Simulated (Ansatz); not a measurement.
# A convergence test on Nb2Sn2O7 (Fd-3m): k mesh of the hybrid

How far can the k mesh of the hybrid be lowered for the gap of Nb2Sn2O7 (Fd-3m)?

Method: DFT, HSE06, plane waves, PAW, in Ansatz 0.2.0.

## (1) Starting point

It takes space group Fd-3m (No. 227, cubic). The conventional cell has a = 10.761 Å, b = 10.761 Å, c = 10.761 Å, α = 90.00°, β = 90.00°, γ = 90.00°. Nb has 6 O at 2.02 Å nearest. Sn has 2 O at 2.33 Å nearest. O has 2 Nb at 2.02 Å nearest. Nearest to O lie 4 Sn at 2.33 Å. Farther neighbours, and contacts between anions beyond the nearest, are not listed.

The cell and positions are those that the Materials Project relaxed with its own functionals (PBE, PBE+U or r2SCAN), kept fixed. The default PAW set here is soft_2. Its files were made with PBE.

## (2) k mesh of the hybrid: 2×2×2

input.yaml reads:

```yaml
crystal:
  lattice:
    - [0.0, 5.380295, 5.380295]
    - [5.380295, 0.0, 5.380295]
    - [5.380295, 5.380295, 0.0]
  atoms:
    - { symbol: Nb, position: [0.125, 0.125, 0.125] }
    - { symbol: Nb, position: [0.625, 0.125, 0.125] }
    - { symbol: Nb, position: [0.125, 0.125, 0.625] }
    - { symbol: Nb, position: [0.125, 0.625, 0.125] }
    - { symbol: Sn, position: [0.625, 0.625, 0.125] }
    - { symbol: Sn, position: [0.625, 0.625, 0.625] }
    - { symbol: Sn, position: [0.125, 0.625, 0.625] }
    - { symbol: Sn, position: [0.625, 0.125, 0.625] }
    - { symbol: O, position: [0.061003, 0.438997, 0.061003] }
    - { symbol: O, position: [0.061003, 0.061003, 0.438997] }
    - { symbol: O, position: [0.811003, 0.188997, 0.811003] }
    - { symbol: O, position: [0.061003, 0.438997, 0.438997] }
    - { symbol: O, position: [0.188997, 0.811003, 0.188997] }
    - { symbol: O, position: [0.438997, 0.061003, 0.061003] }
    - { symbol: O, position: [0.188997, 0.188997, 0.811003] }
    - { symbol: O, position: [0.188997, 0.811003, 0.811003] }
    - { symbol: O, position: [0.75, 0.75, 0.75] }
    - { symbol: O, position: [0.811003, 0.188997, 0.188997] }
    - { symbol: O, position: [0.438997, 0.438997, 0.061003] }
    - { symbol: O, position: [0.811003, 0.811003, 0.188997] }
    - { symbol: O, position: [0.5, 0.5, 0.5] }
    - { symbol: O, position: [0.438997, 0.061003, 0.438997] }
kpoints:
  mp_grid: { grid: [2, 2, 2] }
  band_path:
    path:
      - [0.0, 0.0, 0.0]
      - [0.5, 0.0, 0.5]
      - [0.625, 0.25, 0.625]
      - [0.375, 0.375, 0.75]
      - [0.5, 0.5, 0.5]
      - [0.5, 0.25, 0.75]
    npoints: 1
hamiltonian:
  xc: hse06
scf:
  occupations: { method: fixed }
  n_extra_bands: 11
output:
  eigenvalues: true
```

On the command line:

```console
$ ansatz run input.yaml --threads 24 --pin off --max-ram 82944MiB --backend cuda --events-out ev --progress --plain --runs-dir out --devices 1 --max-vram 78GiB
```

What it wrote:

```text
scf.n_extra_bands = 11 over 96 filled bands (N_el = 192.0): the run solves 107 bands
GPUs: using 1 of 1 available (devices: 1).
Engine: ansatz 0.2.0, aarch64-unknown-linux-gnu
Pseudopotentials: kind: paw
Pseudopotential: Nb, paw, valence charge 13, recommended cutoff 420 eV (normal), Nb.paw.azcp
Pseudopotential: Sn, paw, valence charge 14, recommended cutoff 420 eV (normal), Sn.paw.azcp
Pseudopotential: O, paw, valence charge 6, recommended cutoff 420 eV (normal), O.paw.azcp
Functional definition: HSE06
  parameter a = 0.25
  parameter omega = 0.11/bohr
  exchange = pbe_x - a*pbe_x_sr(omega) + a*exact_x_sr(omega)
  correlation = pbe_c
davidson cushion auto → on  (no smearing: the cushion is to keep the highest requested band from converging to the state above it; pin scf.eigensolver.cushion to override)
[...]
Crystal: 22 atoms, lattice volume = 311.493 Å³
Basis set: ecut = 420 eV, 6081 PW (Γ)
Bands: 107, of which v1, the nominal top of the filled ones, is band 96 counted from 1 (95 counted from 0)
Symmetry: 48 space group operations
Space group: Fd-3m (ITA 227), of the structure as read, at distance tolerance 6.8e-5 Å
k-points: 3 of 8
Non-local potential: Nb, projectors of the file, l = 0: 3, l = 1: 2, l = 2: 2, l = 3: 1
Non-local potential: Sn, projectors of the file, l = 0: 2, l = 1: 2, l = 2: 2, l = 3: 2
Non-local potential: O, projectors of the file, l = 0: 2, l = 1: 2, l = 2: 1
PAW form: soft (Blöchl's): semilocal exchange-correlation on the pseudo side does not see the compensation charge
PAW frozen core: Nb, regenerated for the run's functional, and the local potential with it (the file was generated under x = pbe(κ = 0.804, μ = 0.219515), c = pbe(β = 0.066725))
PAW frozen core: Sn, regenerated for the run's functional, and the local potential with it (the file was generated under x = pbe(κ = 0.804, μ = 0.219515), c = pbe(β = 0.066725))
PAW frozen core: O, regenerated for the run's functional, and the local potential with it (the file was generated under x = pbe(κ = 0.804, μ = 0.219515), c = pbe(β = 0.066725))
PAW one-centre angular grid: Nb, 590 points (default); XC on 64 Gauss nodes
PAW one-centre angular grid: Sn, 590 points (default); XC on 64 Gauss nodes
PAW one-centre angular grid: O, 110 points (default); XC on 96 Gauss nodes
Initial density: superposition of atomic densities (neutral atoms: chi_scale 0, normalization atom), corrected by the library's trained network
Initial wavefunctions: pseudopotential atomic-orbital guess
[...]
Functional: x = pbe(κ = 0.804, μ = 0.219515), c = pbe(β = 0.066725), warm-up for x = pbe(κ = 0.804, μ = 0.219515) + 0.25 (exact − pbe) at short range (hse, ω = 0.207870 Å⁻¹), c = pbe(β = 0.066725); HSE06 as pw.x's `hse` composes it (authors' and Libxc's form: `xc: wpbeh`)
SCF iter   1: F=—  HF=-50261.027166 eV  |F-HF|=—  |Δ(HF+E_count)|=         —  Δρ=6.63e-3  dr2=2.89e-1  ethr=1.77e-3  ⟨swp⟩=5.7  Hψ=1468  notcnv=0
preconditioner: auto → none  [insulator: Δε(μ)=1.174 eV  Ē_g=12.604 eV  n_scr=64 (ndim 8)  ℏωp=26.6 eV  f_vac=0.037]
SCF iter   2: F=—  HF=-50261.098818 eV  |F-HF|=—  |Δ(HF+E_count)|=   7.17e-2  Δρ=1.31e-2  dr2=7.58e-1  ethr=1.51e-4  ⟨swp⟩=4.3  Hψ=962  notcnv=0
[...]
SCF iter   6: F=-50260.979222 eV  HF=-50260.979233 eV  |F-HF|=1.09e-5  |Δ(HF+E_count)|=   5.45e-5  Δρ=1.16e-4  dr2=2.94e-5  ethr=2.02e-7  ⟨swp⟩=3.3  Hψ=766  notcnv=0
SCF 1 stopped early in 6 iterations: F = -50260.979222 eV  dr2 = 2.94e-5
  greatest PAW one-centre occupation: 0.999 electrons in one spin orbital (limit 2), on the Nb atom at site 1 (counted from 0), in its partial waves of l = 0
[...]
SCF iter   2: F=—  HF=-50280.984667 eV  |F-HF|=—  |Δ(HF+E_count)|=   1.81e-1  Δρ=1.85e-2  dr2=1.35e0  ethr=1.53e-7  ⟨swp⟩=8.0  Hψ=1944  notcnv=0
[...]
SCF iter   7: F=-50280.828153 eV  HF=-50280.828177 eV  |F-HF|=2.40e-5  |Δ(HF+E_count)|=   8.23e-5  Δρ=1.60e-4  dr2=6.23e-5  ethr=1.53e-7  ⟨swp⟩=3.0  Hψ=721  notcnv=0
SCF 2 stopped early in 7 iterations: F = -50280.828153 eV  dr2 = 6.23e-5
  greatest PAW one-centre occupation: 0.999 electrons in one spin orbital (limit 2), on the Nb atom at site 0 (counted from 0), in its partial waves of l = 0
hybrid outer 1: dexx = +1.397e-1 eV, tail = 9.79e-4 eV
[...]
Exchange kernel: α = 0.2500, screened, ω = 0.2079 Å⁻¹, Wigner–Seitz truncation, v(0) = 1018.8295 eV·Å³, q-mesh 2×2×2, nearest image of the exchange supercell L = 15.22 Å, pair-density grid 32×32×32, without the augmentation charges, whose exchange is taken in its separable form by FFT convolution over the k-point mesh (sized by the pseudopotential files, 45×45×45 at the most), smooth part of the exact exchange by density-matrix convolution in up to 2.20 GiB of GPU memory as planned if the GPU has room (build and FFT work areas not counted)
Frozen-core exchange: fock
SCF iter   1: F=—  HF=-50280.821094 eV  |F-HF|=—  |Δ(HF+E_count)|=         —  Δρ=2.02e-4  dr2=1.49e-4  ethr=2.55e-6  ⟨swp⟩=4.0  Hψ=737  notcnv=0
[...]
SCF iter   6: F=-50280.821111 eV  HF=-50280.821111 eV  |F-HF|=1.39e-8  |Δ(HF+E_count)|=   2.96e-7  Δρ=2.31e-6  dr2=2.71e-8  ethr=7.67e-12  ⟨swp⟩=3.7  Hψ=1525  notcnv=0
SCF 3 converged in 6 iterations: F = -50280.821111 eV  dr2 = 2.71e-8
[...]
hybrid outer 2: dexx = +3.129e-5 eV, tail = 1.07e-6 eV, Δε = 1.15e-2 eV (about 4.81e-4 eV left of the loop's levels)
[...]
Frozen-core exchange: fock
[...]
SCF 4 converged in 2 iterations: F = -50280.821101 eV  dr2 = 6.91e-9
[...]
hybrid outer 3: dexx = +3.513e-8 eV, tail = 1.53e-8 eV, Δε = 9.54e-5 eV (about 1.42e-5 eV left of the loop's levels)
[...]
NSCF: frozen V_eff on 6 k-points
hybrid SCF converged: 3 outer / 15 inner (+6 warm-up), last move |dexx| = 3.51e-8 eV, tail = 1.53e-8 eV
Stability not checked: this state was not tested for a lower state beside it, because the functional holds exact exchange (a hybrid, or Hartree-Fock), whose exchange loop this test does not read (fock_operator; see scf.lower_state_search)
Free energy (F): -50280.821101 eV
Frozen-core exchange: fock
Harris-Foulkes:  -50280.821101 eV  (|F-HF|=2.40e-10)
Internal energy: -50280.821101 eV  (E = F + TS)
E sigma→0 (E₀):  -50280.821101 eV
Fermi energy:    9.416227 eV
--- Per-component energies (eV) ---
  E_band       = -1460.637732
  E_kinetic    = 4746.732145
  E_local      = -11935.956181  (includes V_loc(G=0)·N_el)
  E_nonlocal   = 961.867060
  E_hartree    = 4996.742276
  E_xc         = -2593.614903
  E_vxc        = -2030.548313  (∫ρ·V_xc dr)
  E_exx        = -557.443037  (= α·E_x^exact, valence–valence)
  E_paw        = -31153.908348  (= ΣΔE_a)
  E_vpaw       = -2081.366274  (= ΣTr[D̂ρ^β])
  E_aug_tail   = 0.033520  (compensation charges beyond the density's cutoff)
  E_ewald      = -14744.265601
  E_core_change = -1.008033  (= ΣΔE_core)
  E_smearing   = -0.000000  (= −TS)
  E_closure    = -0.000000  (closes the sum)
  Σ components = -50280.821101   (vs F -50280.821101, Δ=0.00e0)
--- Band table (eV) ---
  k-point 0: bands = ["-51.3802", "-51.3704", "-51.3704", "-51.3704", "-26.1735", "-26.1323", "-26.1323", "-26.1323", "-26.1148", "-26.1148", "-25.9670", "-25.9670", "-25.9670", "-25.9197", "-25.9197", "-25.9197", "-13.7570", "-13.5934", "-13.5934", "-13.5882", "-13.5882", "-13.5882", "-13.5514", "-13.5514", "-13.5514", "-13.4702", "-13.4702", "-13.4702", "-13.4548", "-13.4548", "-13.4216", "-13.4216", "-13.4216", "- [...]
  k-point 1: bands = ["-51.3778", "-51.3729", "-51.3704", "-51.3704", "-26.1524", "-26.1235", "-26.1235", "-26.0521", "-26.0469", "-26.0469", "-26.0380", "-26.0380", "-26.0250", "-25.9670", "-25.9275", "-25.9275", "-13.6788", "-13.5845", "-13.5845", "-13.5814", "-13.5746", "-13.5746", "-13.5616", "-13.5616", "-13.5512", "-13.5209", "-13.4629", "-13.4629", "-13.4587", "-13.4424", "-13.4424", "-13.4364", "-13.4364", "- [...]
  k-point 2: bands = ["-51.3753", "-51.3753", "-51.3704", "-51.3704", "-26.1327", "-26.1327", "-26.0522", "-26.0522", "-26.0416", "-26.0416", "-26.0395", "-26.0395", "-26.0324", "-26.0324", "-25.9368", "-25.9368", "-13.6000", "-13.6000", "-13.5820", "-13.5820", "-13.5727", "-13.5727", "-13.5679", "-13.5679", "-13.5594", "-13.5594", "-13.4566", "-13.4566", "-13.4482", "-13.4482", "-13.4383", "-13.4383", "-13.4361", "- [...]
```

It took 8 s on 1 × NVIDIA GB200 (shared by 2 runs) with 24 threads of Arm Neoverse V2, shared host; peak memory 1.5 GiB; 78 s of CPU time.

This step gave:

```
gap                     : 1.481 eV
valence top at          : L
conduction bottom at    : Γ
least direct gap        : 1.726 eV
exact-exchange fraction : 0.25
```

The gap is indirect, with the least direct gap 0.25 eV higher.

## (3) k mesh of the hybrid: 4×4×4

Changes to input.yaml since step 2:

```diff
@@ -29,3 +29,3 @@
 kpoints:
-  mp_grid: { grid: [2, 2, 2] }
+  mp_grid: { grid: [4, 4, 4] }
   band_path:
```

What it wrote:

```text
[...]
GPUs: using 1 of 1 available (devices: 1).
[...]
Crystal: 22 atoms, lattice volume = 311.493 Å³
Basis set: ecut = 420 eV, 6081 PW (Γ)
Bands: 107, of which v1, the nominal top of the filled ones, is band 96 counted from 1 (95 counted from 0)
Symmetry: 48 space group operations
[...]
k-points: 8 of 64
[...]
E_xc         = -2593.396035
  E_vxc        = -2030.318812  (∫ρ·V_xc dr)
  E_exx        = -557.307628  (= α·E_x^exact, valence–valence)
  E_paw        = -31154.321204  (= ΣΔE_a)
  E_vpaw       = -2082.134208  (= ΣTr[D̂ρ^β])
  E_aug_tail   = 0.033485  (compensation charges beyond the density's cutoff)
  E_ewald      = -14744.265601
  E_core_change = -1.008033  (= ΣΔE_core)
  E_smearing   = -0.000000  (= −TS)
  E_closure    = -0.000000  (closes the sum)
  Σ components = -50281.064456   (vs F -50281.064456, Δ=0.00e0)
--- Band table (eV; the first three rows and the last of 8) ---
[...]
```

Run time: 28 s. Hardware: 1 × NVIDIA GB200 (shared by 2 runs) with 24 threads; peak memory 2.8 GiB; 7.6 min of CPU time.

Numbers from this step:

```
gap                  : 1.521 eV
valence top at       : L
conduction bottom at : Γ
least direct gap     : 1.763 eV
```

The gap is 1.521 eV, +0.040 eV from the run before at this level.

## (4) The series

Differences are against the last row; a negative gap means that bands overlap, and a run with a band path holds that path's time. Times are wall times on 1 × NVIDIA GB200 (shared by 2 runs) with 24 threads of Arm Neoverse V2, shared host, good to a factor of about two.

```tsv
k mesh of the hybrid	gap (eV)	direct gap (eV)	gap error (eV)	energy error (meV/atom)	irreducible k	time
2×2×2	1.481	1.726	−0.040	+11.1	3	8 s
4×4×4	1.521	1.763	+0.000	+0.0	8	28 s
```

## (5) Summary of results

| Property | Result |
| --- | --- |
| 2×2×2 | 1.481 eV |
| 4×4×4 | 1.521 eV |

The gap holds to 0.02 eV from 4×4×4 on, the last run itself, so the series does not show convergence. At 2×2×2 the gap is off by −0.040 eV and the energy by +11 meV/atom. The gap is read over the mesh and added points near the edges, so meshes differ mainly through the density and, for a hybrid, the exchange operator.

[Long decimals in the printed logs are rounded to 6 places.]

[Logs are printed without paths, hosts, clocks, repeated set-up lines and the standing remarks that a program may print on its own settings, such as how far it seeks lower states.]

[Paths, hosts, dates, memory and timing lines, banners, echoed tables and standing remarks are left out of the program output; an Ansatz launch command may be rebuilt from the run's recorded settings. Measured values are a selection of at most five: reports struck by readers or far from the other reports are left out. None is set beside runs whose start may be inverted or whose files or cutoffs have a known fault.]

[Runs of the session that timed out or met a known fault of the program may be left out.]

[Cells called generated may have been cut or substituted from an entry of the Crystallography Open Database or the Materials Project.]

[Hosts, paths, dates, database ids (printed as entryN), source tags and the programs' standing remarks are cut or masked in the printed files.]

[Where the starting crystal was built by hand or by swapping elements, it need not be the compound's stable phase.]
